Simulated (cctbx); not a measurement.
# Reading a Patterson map

Space group I4/mcm (no. 140), a = 7.9890 Å, b = 7.9890 Å, c = 10.3180 Å, α = 90.00°, β = 90.00°, γ = 90.00°, content Hf4 Zn16 Be36.

The data are simulated with cctbx, not measured: Mo Kα, λ = 0.71073 Å, to d = 0.75 Å, 80 % of the full sphere, strongest reflection 70000 counts, noise from counting, a 1.5 % proportional error and a noise floor of 15 counts (s.d.); no absorption.

Patterson synthesis from sharpened amplitudes, origin scaled to 1000:

```text
Patterson group I 4/m m m
      u       v       w   height  length (A)
  0.000   0.000   0.000   1000.0     0.00
  0.000   0.000   0.500    636.3     5.16
  0.053   0.220   0.250    226.2     3.15
  0.187   0.263   0.000     95.8     2.58
  0.172   0.172   0.500     94.1     5.51
  0.000   0.435   0.500     92.9     6.22
  0.000   0.124   0.500     88.0     5.25
  0.227   0.227   0.000     84.6     2.57
  0.000   0.140   0.000     44.9     1.12
  0.000   0.082   0.086     39.6     1.10
  0.000   0.000   0.103     39.2     1.06
  0.086   0.086   0.045     36.7     1.07
  0.000   0.000   0.322     34.9     3.32
  0.152   0.152   0.300     30.8     3.54
```

**Question.** Which atom pairs make the peaks, and where is the heaviest atom?

A peak at u stands for all pairs with xi − xj = u, with weight Σ ZiZj against Σ Z² = 35712 at the origin. Peak heights follow these weights only roughly, since form factors, motion and series ripples differ, all vectors within 0.55 Å of a peak are counted as merged into it though the farther ones add only part of their weight, and F(000) is left out, which lowers the whole map:

| u | v | w | shortest length (Å) | height | 1000 ΣZiZj/ΣZ² | pairs in the cell |
| --- | --- | --- | --- | --- | --- | --- |
| 0.000 | 0.000 | 0.500 | 5.16 | 636 | 582 | 4 × Hf–Hf, 4 × Be–Be |
| 0.053 | 0.220 | 0.250 | 3.15 | 226 | 242 | 4 × Hf–Zn |
| 0.187 | 0.263 | 0.000 | 2.58 | 96 | 203 | 8 × Zn–Zn, 4 × Be–Be |
| 0.172 | 0.172 | 0.500 | 3.71 | 94 | 103 | 4 × Zn–Zn, 4 × Be–Be |
| 0.000 | 0.435 | 0.500 | 4.03 | 93 | 104 | 4 × Zn–Zn, 8 × Be–Be |
| 0.000 | 0.124 | 0.500 | 5.00 | 88 | 101 | 4 × Zn–Zn |
| 0.227 | 0.227 | 0.000 | 2.56 | 85 | 106 | 4 × Zn–Zn, 12 × Be–Be |

The table stops at ten peaks or at a height of 45, below which ripples compete. In the model behind the data Hf, the heaviest element, has 1 independent site: (0, 0, 3/4), up to an allowed shift of origin; the Hf–Hf vectors are differences of these positions and their symmetry mates. The whole model:

```
atom  mult.       x       y       z  Ueq (Å²)
 Hf1      4       0       0     3/4    0.0085
 Zn1     16  0.2805  0.4506       0    0.0069
 Be1     16  0.1041  0.3959  0.1791    0.0093
 Be2      4     1/2       0       0    0.0160
 Be3     16  0.1850  0.3150  0.6323    0.0117
```

The model was made for the exercise: a known structure type with other elements put in, its volume estimated, not relaxed; displacement parameters are assumed.

[Logs are printed without paths, hosts, clocks, repeated set-up lines and the standing remarks that a program may print on its own settings, such as how far it seeks lower states.]
